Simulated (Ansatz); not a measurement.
**Work function of Pd(100): what the settings cost and change**

How thick a slab and how much vacuum does the work function of Pd(100) need?

Main program and level: Ansatz 0.2.0; plane-wave DFT, PBE, Ansatz PAW.

**Measured values to reproduce.**

For Pd (clean (100) face, a compiled value), “Anisotropic work function of elemental crystals” (2019, arxiv:1902.07811) quotes earlier work: work function (clean (100) face, a compiled value) 5.48 eV.

## (1) The structure

The cell holds 1 atom: 1 Pd. Its edges and angles: a = 2.751 Å, b = 2.751 Å, c = 18.000 Å, α = 90.0°, β = 90.0°, γ = 90.0°. Vacuum lies along c.

## (2) Run, setting 1 layer

A work function rests on the faint tail of the density, so the SCF threshold is tight. The slab grows from one layer, at fixed mesh and 18 Å of vacuum; then the vacuum is varied on one slab.

Input file input.yaml:

```yaml
crystal:
  lattice:
    - [2.7506453788, 0.0, 0.0]
    - [0.0, 2.7506453788, 0.0]
    - [0.0, 0.0, 18.0]
  atoms:
    - { symbol: Pd, position: [0.5, 0.5, 0.5] }
kpoints:
  mp_grid: { grid: [15, 15, 1] }
hamiltonian:
  xc: pbe
scf:
  occupations: { method: fermi_dirac, width: 0.1 }
  convergence: { dr2_threshold: 1.0e-09 }
efield:
  axis: 3
  dipole_correction: true
  ramp_position: 0.97
  ramp_width: 0.06
output:
  write_potential: true
  write_density: true
  volumetric_format: npy
  elf: true
```

Launch:

```sh
$ ansatz run input.yaml --threads 2 --pin off --max-ram 3072MiB --backend cpu --events-out ev --progress --plain --runs-dir out
```

Standard output:

```text
Engine: ansatz 0.2.0, x86_64-unknown-linux-gnu
Pseudopotentials: kind: paw
Pseudopotential: Pd, paw, valence charge 18, recommended cutoff 420 eV (normal), Pd.paw.azcp
Functional definition: PBE
  parameter kappa = 0.804
  parameter beta = 0.066725
  exchange = pbe_x(kappa = kappa, mu = beta*pi^2/3)
  correlation = pbe_c(beta = beta)
Crystal: 1 atoms, lattice volume = 136.189 Å³
Basis set: ecut = 420 eV, 2705 PW (Γ)
Bands: 13, of which v1, the nominal top of the filled ones, is band 9 counted from 1 (8 counted from 0)
Symmetry: 8 space group operations
k-points: 36 of 225
Non-local potential: Pd, projectors of the file, l = 0: 2, l = 1: 2, l = 2: 2, l = 3: 1
PAW form: soft (Blöchl's): semilocal exchange-correlation on the pseudo side does not see the compensation charge
PAW one-centre angular grid: Pd, 590 points (default); XC on 64 Gauss nodes
Initial density: superposition of atomic densities (neutral atoms: chi_scale 0, normalization atom), corrected by the library's trained network
Initial wavefunctions: pseudopotential atomic-orbital guess
Functional: x = pbe(κ = 0.804, μ = 0.219515), c = pbe(β = 0.066725)
SCF iter   1: F=—  HF=-6971.328471 eV  |F-HF|=—  |Δ(HF+E_count)|=         —  Δρ=2.30e-3  dr2=1.93e-3  ethr=1.77e-3  p=0.000 e·Å  D=4.82e-15 V/Å  ΔV_dip=-0.00 eV  dr2_dipole=9.01e-15  V_vac-E_F(+/−)=5.58/5.58 eV  ⟨swp⟩=5.6  Hψ=2710  notcnv=0
efield: sawtooth ramp at fractional position 0.9700 (set: `efield.ramp_position`, or a place that a band, a saddle search or an elastic batch's reference lends), width 0.0600; the density the first Hamiltonian is built on has a dipole p = 0.000 e·Å; the dipole correction subtracts the counter field D = 4.82e-15 V/Å, which shifts the + side's vacuum level by -0.00 eV against the − side's; the planar-averaged density in the ramp window peaks in size at 4.7e-6 e/Å³
preconditioner: auto → LDOS  [metal: Δε(μ)=0.071 eV  Ē_g=7.556 eV  σ=0.100 eV  W_gap=0.17  n_scr=10 (ndim 8)  ℏωp=10.1 eV  f_vac=0.769  D(μ)=2.76/eV (n_scr^D=10)  β→1.0]
SCF iter   2: F=—  HF=-6971.329724 eV  |F-HF|=—  |Δ(HF+E_count)|=   1.25e-3  Δρ=2.28e-3  dr2=2.71e-3  ethr=1.07e-5  p=-0.000 e·Å  D=-7.38e-8 V/Å  ΔV_dip=0.00 eV  dr2_dipole=1.56e-13  V_vac-E_F(+/−)=5.67/5.67 eV  ⟨swp⟩=2.0  Hψ=1219  notcnv=0
SCF iter   3: F=—  HF=-6971.328952 eV  |F-HF|=—  |Δ(HF+E_count)|=   7.73e-4  Δρ=1.27e-4  dr2=1.37e-5  ethr=1.07e-5  p=-0.000 e·Å  D=-3.98e-7 V/Å  ΔV_dip=0.00 eV  dr2_dipole=1.04e-12  V_vac-E_F(+/−)=5.66/5.66 eV  ⟨swp⟩=2.6  Hψ=818  notcnv=0
SCF iter   4: F=—  HF=-6971.328957 eV  |F-HF|=—  |Δ(HF+E_count)|=   5.52e-6  Δρ=1.94e-5  dr2=2.43e-7  ethr=7.61e-8  p=0.000 e·Å  D=1.54e-8 V/Å  ΔV_dip=-0.00 eV  dr2_dipole=1.09e-13  V_vac-E_F(+/−)=5.66/5.66 eV  ⟨swp⟩=2.2  Hψ=660  notcnv=0
SCF iter   5: F=—  HF=-6971.328958 eV  |F-HF|=—  |Δ(HF+E_count)|=   1.07e-6  Δρ=2.29e-6  dr2=3.25e-9  ethr=1.35e-9  p=-0.000 e·Å  D=-1.13e-7 V/Å  ΔV_dip=0.00 eV  dr2_dipole=2.97e-13  V_vac-E_F(+/−)=5.66/5.66 eV  ⟨swp⟩=2.1  Hψ=673  notcnv=0
SCF iter   6: F=—  HF=-6971.328958 eV  |F-HF|=—  |Δ(HF+E_count)|=   2.43e-8  Δρ=8.36e-7  dr2=1.06e-9  ethr=5.56e-12  p=0.000 e·Å  D=1.09e-7 V/Å  ΔV_dip=-0.00 eV  dr2_dipole=3.55e-13  V_vac-E_F(+/−)=5.66/5.66 eV  ⟨swp⟩=5.5  Hψ=1660  notcnv=0
SCF iter   7: F=-6971.328958 eV  HF=-6971.328958 eV  |F-HF|=9.55e-11  |Δ(HF+E_count)|=  1.29e-10  Δρ=4.29e-7  dr2=1.73e-10  ethr=5.56e-12  p=-0.000 e·Å  D=-8.15e-8 V/Å  ΔV_dip=0.00 eV  dr2_dipole=1.85e-13  V_vac-E_F(+/−)=5.66/5.66 eV  ⟨swp⟩=2.8  Hψ=1266  notcnv=0
SCF 1 converged in 7 iterations: F = -6971.328958 eV  dr2 = 1.73e-10
  greatest PAW one-centre occupation: 0.999 electrons in one spin orbital (limit 2), on the Pd atom at site 0 (counted from 0), in its partial waves of l = 0
WARN: The output density's exchange-correlation potential varies sharply where the density is thin. Do not read a vacuum level from v_tot or v_xc, or from such a field of the output density. On a cell that repeats whose density bears no net charge and no dipole along the vacuum's axis use v_es (v_loc + v_h of the components); under efield.dipole_correction with no amplitude use v_es + v_field, which holds any externa [...]
SCF converged after 7 iterations
Free energy (F): -6971.328958 eV
Harris-Foulkes:  -6971.328958 eV  (|F-HF|=9.55e-11)
Internal energy: -6971.235279 eV  (E = F + TS)
E sigma→0 (E₀):  -6971.282119 eV
Entropy (-TS):   -0.093679 eV (-93.679 meV/atom)
Fermi energy:    -2.890611 eV
Dipole field:    D = 0.000001 V/Å  (p = 0.000000 e·Å, saw-weighted, corrected)
Work function:   Φ+ = 5.6626 eV   Φ− = 5.6626 eV
Levels:          The Fermi level and band energies are counted from a zero that moves with the ramp; work functions are not
--- Per-component energies (eV) ---
  E_band       = -523.953135
  E_kinetic    = 512.556088
  E_local      = -11862.516224  (includes V_loc(G=0)·N_el)
  E_nonlocal   = 219.302728
  E_hartree    = 5572.958615
  E_xc         = -165.761761
  E_vxc        = -207.470262  (∫ρ·V_xc dr)
  E_paw        = -3751.713734  (= ΣΔE_a)
  E_vpaw       = -331.742128  (= ΣTr[D̂ρ^β])
  E_aug_tail   = 0.000216  (compensation charges beyond the density's cutoff)
  E_efield     = 0.000000  (sawtooth field / dipole correction)
  E_vefield    = 0.000000  (∫n·V_field dr)
  E_ewald      = 2503.938794
  E_smearing   = -0.093679  (= −TS)
  E_closure    = -0.000000  (closes the sum)
  Σ components = -6971.328958   (vs F -6971.328958, Δ=0.00e0)
--- Band table (eV; the first three rows and the last of 36) ---
  k-point 0: bands = [... 5 lower, -6.0908, -3.9098, -3.0614, -3.0614, -2.7062, -0.4420, 2.4799, 3.1113]
  k-point 1: bands = [... 5 lower, -6.0239, -3.8763, -3.1960, -3.0544, -2.7607, -0.2734, 2.5655, 3.2060]
  k-point 2: bands = [... 5 lower, -5.7214, -3.7760, -3.5204, -3.0346, -2.9113, 0.1643, 2.8223, 3.4877]
  k-point 35: bands = [... 5 lower, -4.4644, -4.4528, -3.0934, -1.9126, 4.0425, 4.6040, 8.4211, 8.6801]
```

The job ended after 5.5 s (2 threads of Intel Xeon 6975P-C (Granite Rapids), shared host; peak memory 0.45 GiB).

Reading the cycles: dr2 is the Hartree energy of the density residual (eV), the measure of convergence; HF is the Harris–Foulkes estimate of the energy, which meets the free energy F at convergence.

This step gave:

* energy at zero smearing: -6971.2821 eV
* work function, upper face: 5.663 eV

Running mean over 1.945 Å of the planar mean; the ramp of the sawtooth is left out. Table of electron's electrostatic potential energy less the Fermi level by z:

```
z (Å)  electron's electrostatic potential energy less the Fermi level (eV)
 2.88                                                                 5.66
 3.17                                                                 5.66
 3.60                                                                 5.66
 3.89                                                                 5.66
 4.18                                                                 5.66
 4.46                                                                 5.66
 4.90                                                                 5.66
 5.18                                                                 5.66
 5.47                                                                 5.65
 5.90                                                                 5.63
 6.19                                                                 5.60
 6.48                                                                 5.53
 6.91                                                                 5.22
 7.20                                                                 4.66
 7.49                                                                 3.35
 7.78                                                                 1.07
 8.21                                                                -3.37
 8.50                                                                -5.79
 8.78                                                                -7.15
 9.22                                                                -7.15
 9.50                                                                -5.79
 9.79                                                                -3.37
10.22                                                                 1.07
10.51                                                                 3.35
10.80                                                                 4.66
11.09                                                                 5.22
11.52                                                                 5.53
11.81                                                                 5.60
12.10                                                                 5.63
12.53                                                                 5.65
12.82                                                                 5.66
13.10                                                                 5.66
13.54                                                                 5.66
13.82                                                                 5.66
14.11                                                                 5.66
14.40                                                                 5.66
14.83                                                                 5.66
15.12                                                                 5.66
```

Valence density in the ca plane at fractional y = 0.500, with atoms of Pd within 0.2 Å of it. It is the smooth field of the valence electrons, not physical close to the nuclei.

Ten steps, logarithmic in the rise over the least value, from '0' (0 e/Å³) to '9' (13 e/Å³), each cell a mean:
```
00000000000000000001233210000000000000000000
00000000000000000001366521000000000000000000
00000000000000000002589731000000000000000000
00000000000000000003799841000000000000000000
00000000000000000002699841000000000000000000
00000000000000000001477631000000000000000000
00000000000000000001244310000000000000000000
00000000000000000000122210000000000000000000
```
Columns run along c (18.0 Å), rows up along a (2.8 Å). Atoms in or near the plane, at fractional coordinates: Pd at (0.50, 0.50).

Electrostatic potential energy in the ca plane at fractional y = 0.500, with atoms of Pd within 0.2 Å of it. With pseudopotentials it is smooth inside the atoms' cores, unlike the true potential.

Values in eV, 5 rows by 16 columns, each cell a mean:
```
  3   3   3   3   3   3   2  -5  -8   2   3   3   3   3   3   3
  3   3   3   3   3   3   2 -22 -27   1   3   3   3   3   3   3
  3   3   3   3   3   3   1 -25 -31   0   3   3   3   3   3   3
  3   3   3   3   3   3   2 -16 -22   1   3   3   3   3   3   3
  3   3   3   3   3   3   2  -2  -3   2   3   3   3   3   3   3
```
Columns run along c (18.0 Å; values clipped at the 3rd and 97th percentile), rows up along a (2.8 Å). Atoms in or near the plane, at fractional coordinates: Pd at (0.50, 0.50).

ELF in the ca plane at fractional y = 0.500, with atoms of Pd within 0.2 Å of it. It is the smooth field of the valence electrons, not physical close to the nuclei.

Ten even steps from '0' (0.00) to '9' (0.53), each cell a mean:
```
00000000000000000112344332100000000000000000
00000000000000000123578642100000000000000000
00000000000000000124898963210000000000000000
00000000000000000135975973210000000000000000
00000000000000000134987973210000000000000000
00000000000000000123699853210000000000000000
00000000000000000122455432100000000000000000
00000000000000000012333322100000000000000000
```
Columns run along c (18.0 Å), rows up along a (2.8 Å). Atoms in or near the plane, at fractional coordinates: Pd at (0.50, 0.50).

The work function is 5.663 eV.

## (3) Slab, 2 atoms

System of this step: Pd(100). The cell holds 2 atoms: 2 Pd. Cell: a = 2.751 Å, b = 2.751 Å, c = 19.945 Å, α = 90.0°, β = 90.0°, γ = 90.0°. Vacuum lies along c.

input.yaml, the sections that differ from step 2:

```yaml
crystal:
  lattice:
    - [2.7506453788, 0.0, 0.0]
    - [0.0, 2.7506453788, 0.0]
    - [0.0, 0.0, 19.945]
  atoms:
    - { symbol: Pd, position: [0.5, 0.5, 0.4512409125] }
    - { symbol: Pd, position: [0.0, 0.0, 0.5487590875] }
output:
  write_potential: true
  write_density: true
  volumetric_format: npy
# kpoints, hamiltonian, scf, efield: as in step 2
```

Standard output:

```text
[...]
Crystal: 2 atoms, lattice volume = 150.905 Å³
Basis set: ecut = 420 eV, 3015 PW (Γ)
Bands: 22, of which v1, the nominal top of the filled ones, is band 18 counted from 1 (17 counted from 0)
Symmetry: 8 space group operations
k-points: 36 of 225
[...]
k-point 0: bands = [... 14 lower, -1.6479, -0.7350, -0.4860, -0.2529, -0.2529, -0.1438, 2.1352, 4.8247]
  k-point 1: bands = [... 14 lower, -1.6414, -0.8254, -0.4349, -0.3361, -0.2160, -0.1925, 2.3736, 4.9108]
  k-point 2: bands = [... 14 lower, -1.6356, -1.0330, -0.8023, -0.3192, -0.1597, 0.0258, 2.9350, 5.1684]
  k-point 35: bands = [... 14 lower, -0.6399, -0.6306, 0.3479, 0.4123, 5.0712, 5.5713, 8.9139, 9.8509]
[key lines of the parts left out:]
SCF converged after 9 iterations
Free energy (F): -13944.321675 eV
Fermi energy:    -0.210775 eV
Dipole field:    D = 0.000003 V/Å  (p = 0.000002 e·Å, saw-weighted, corrected)
Work function:   Φ+ = 5.0858 eV   Φ− = 5.0858 eV
```

The job ended after 9.6 s (2 threads; peak memory 0.46 GiB; 16 s of CPU time).

The work function is 5.086 eV, -0.577 eV from the run “1 layer”, at 1.9 times its CPU time.

## (4) Slab, 3 atoms

System of this step: Pd(100). The cell holds 3 atoms: 3 Pd. Its edges and angles: a = 2.751 Å, b = 2.751 Å, c = 21.890 Å, α = 90.0°, β = 90.0°, γ = 90.0°. Vacuum lies along c.

input.yaml, the sections that differ from step 3:

```yaml
crystal:
  lattice:
    - [2.7506453788, 0.0, 0.0]
    - [0.0, 2.7506453788, 0.0]
    - [0.0, 0.0, 21.89]
  atoms:
    - { symbol: Pd, position: [0.0, 0.0, 0.4111466423] }
    - { symbol: Pd, position: [0.5, 0.5, 0.5] }
    - { symbol: Pd, position: [0.0, 0.0, 0.5888533577] }
# kpoints, hamiltonian, scf, efield, output: as in step 3
```

Standard output:

```text
[...]
Crystal: 3 atoms, lattice volume = 165.621 Å³
Basis set: ecut = 420 eV, 3293 PW (Γ)
Bands: 33, of which v1, the nominal top of the filled ones, is band 27 counted from 1 (26 counted from 0)
Symmetry: 8 space group operations
k-points: 36 of 225
[...]
k-point 0: bands = [... 23 lower, 0.6216, 0.6935, 1.2879, 1.5891, 1.6322, 1.6322, 2.1516, 4.0921, ... 2 higher]
  k-point 1: bands = [... 23 lower, 0.4870, 0.8089, 1.1991, 1.4305, 1.5422, 1.6679, 2.3656, 4.3776, ... 2 higher]
  k-point 2: bands = [... 23 lower, 0.3622, 0.8703, 1.0164, 1.1103, 1.4398, 1.7064, 2.8525, 5.0265, ... 2 higher]
  k-point 35: bands = [... 23 lower, 1.3641, 1.8416, 2.1038, 2.1464, 6.1423, 6.6251, 9.0635, 9.6921, ... 2 higher]
[key lines of the parts left out:]
SCF converged after 10 iterations
Free energy (F): -20917.202719 eV
Fermi energy:    1.588110 eV
Dipole field:    D = -0.000000 V/Å  (p = -0.000000 e·Å, saw-weighted, corrected)
Work function:   Φ+ = 5.0793 eV   Φ− = 5.0793 eV
```

The job ended after 15 s (2 threads; peak memory 0.51 GiB; 26 s of CPU time).

The work function is 5.079 eV, -0.007 eV from the run “2 layers”, at 1.6 times its CPU time.

## (5) Run, 4 atoms

System of this step: Pd(100). The cell holds 4 atoms: 4 Pd. Its edges and angles: a = 2.751 Å, b = 2.751 Å, c = 23.835 Å, α = 90.0°, β = 90.0°, γ = 90.0°. Vacuum lies along c.

input.yaml, the sections that differ from step 4:

```yaml
crystal:
  lattice:
    - [2.7506453788, 0.0, 0.0]
    - [0.0, 2.7506453788, 0.0]
    - [0.0, 0.0, 23.835]
  atoms:
    - { symbol: Pd, position: [0.5, 0.5, 0.3775959723] }
    - { symbol: Pd, position: [0.0, 0.0, 0.4591986574] }
    - { symbol: Pd, position: [0.5, 0.5, 0.5408013426] }
    - { symbol: Pd, position: [0.0, 0.0, 0.6224040277] }
# kpoints, hamiltonian, scf, efield, output: as in step 4
```

Standard output:

```text
[...]
Crystal: 4 atoms, lattice volume = 180.337 Å³
Basis set: ecut = 420 eV, 3579 PW (Γ)
Bands: 44, of which v1, the nominal top of the filled ones, is band 36 counted from 1 (35 counted from 0)
Symmetry: 8 space group operations
k-points: 36 of 225
[...]
k-point 0: bands = [... 32 lower, 2.4475, 2.5037, 2.5037, 2.9108, 3.0606, 3.1773, 3.1773, 4.2039, ... 4 higher]
  k-point 1: bands = [... 32 lower, 2.2685, 2.3387, 2.6546, 2.8282, 2.9943, 3.0131, 3.2058, 4.4568, ... 4 higher]
  k-point 2: bands = [... 32 lower, 2.1081, 2.1637, 2.6796, 2.6883, 2.9550, 3.0259, 3.2216, 5.0207, ... 4 higher]
  k-point 35: bands = [... 32 lower, 3.2592, 3.3015, 3.6216, 3.6521, 7.2292, 7.7067, 9.5062, 10.0429, ... 4 higher]
[key lines of the parts left out:]
SCF converged after 10 iterations
Free energy (F): -27890.076561 eV
Fermi energy:    3.071237 eV
Dipole field:    D = 0.000000 V/Å  (p = 0.000000 e·Å, saw-weighted, corrected)
Work function:   Φ+ = 5.0918 eV   Φ− = 5.0918 eV
```

Wall time 25 s (2 threads); peak memory 0.6 GiB.

The work function is 5.092 eV, +0.013 eV from the run “3 layers”, at 1.6 times its CPU time.

## (6) Slab, 5 atoms

System of this step: Pd(100). The cell holds 5 atoms: 5 Pd. Cell: a = 2.751 Å, b = 2.751 Å, c = 25.780 Å, α = 90.0°, β = 90.0°, γ = 90.0°. Vacuum lies along c.

input.yaml, the sections that differ from step 5:

```yaml
crystal:
  lattice:
    - [2.7506453788, 0.0, 0.0]
    - [0.0, 2.7506453788, 0.0]
    - [0.0, 0.0, 25.78]
  atoms:
    - { symbol: Pd, position: [0.0, 0.0, 0.3491078355] }
    - { symbol: Pd, position: [0.5, 0.5, 0.4245539178] }
    - { symbol: Pd, position: [0.0, 0.0, 0.5] }
    - { symbol: Pd, position: [0.5, 0.5, 0.5754460822] }
    - { symbol: Pd, position: [0.0, 0.0, 0.6508921645] }
# kpoints, hamiltonian, scf, efield, output: as in step 5
```

Standard output:

```text
[...]
Crystal: 5 atoms, lattice volume = 195.053 Å³
Basis set: ecut = 420 eV, 3883 PW (Γ)
Bands: 54, of which v1, the nominal top of the filled ones, is band 45 counted from 1 (44 counted from 0)
Symmetry: 8 space group operations
k-points: 36 of 225
[...]
k-point 0: bands = [... 41 lower, 3.8895, 4.0040, 4.0040, 4.0220, 4.2442, 4.3295, 4.4909, 4.4909, ... 5 higher]
  k-point 1: bands = [... 41 lower, 3.7021, 3.8349, 4.0494, 4.1260, 4.1704, 4.2849, 4.4823, 4.5100, ... 5 higher]
  k-point 2: bands = [... 41 lower, 3.5921, 3.6197, 3.6958, 4.0629, 4.0662, 4.3097, 4.5062, 4.9567, ... 5 higher]
  k-point 35: bands = [... 41 lower, 4.5724, 4.5944, 4.9050, 4.9277, 8.2467, 8.7235, 10.0764, 10.5747, ... 5 higher]
[key lines of the parts left out:]
SCF converged after 12 iterations
Free energy (F): -34862.943318 eV
Fermi energy:    4.346748 eV
Dipole field:    D = -0.000000 V/Å  (p = -0.000000 e·Å, saw-weighted, corrected)
Work function:   Φ+ = 5.0829 eV   Φ− = 5.0829 eV
```

Wall time 31 s (2 threads); peak memory 0.69 GiB; 53 s of CPU time.

The work function is 5.083 eV, -0.009 eV from the run “4 layers”, at 1.3 times its CPU time.

(Part 1 of 2 ends here.)

[Long decimals in the printed logs are rounded to 6 places.]

[Logs are printed without paths, hosts, clocks, repeated set-up lines and the standing remarks that a program may print on its own settings, such as how far it seeks lower states.]

[Hosts, paths, dates, database ids (printed as entryN), source tags and the programs' standing remarks are cut or masked in the printed files.]

[Maps of the electrostatic potential energy from Ansatz leave out the sawtooth potential of an applied field or a dipole correction, so their vacuum need not be flat; planar profiles and work functions include it.]
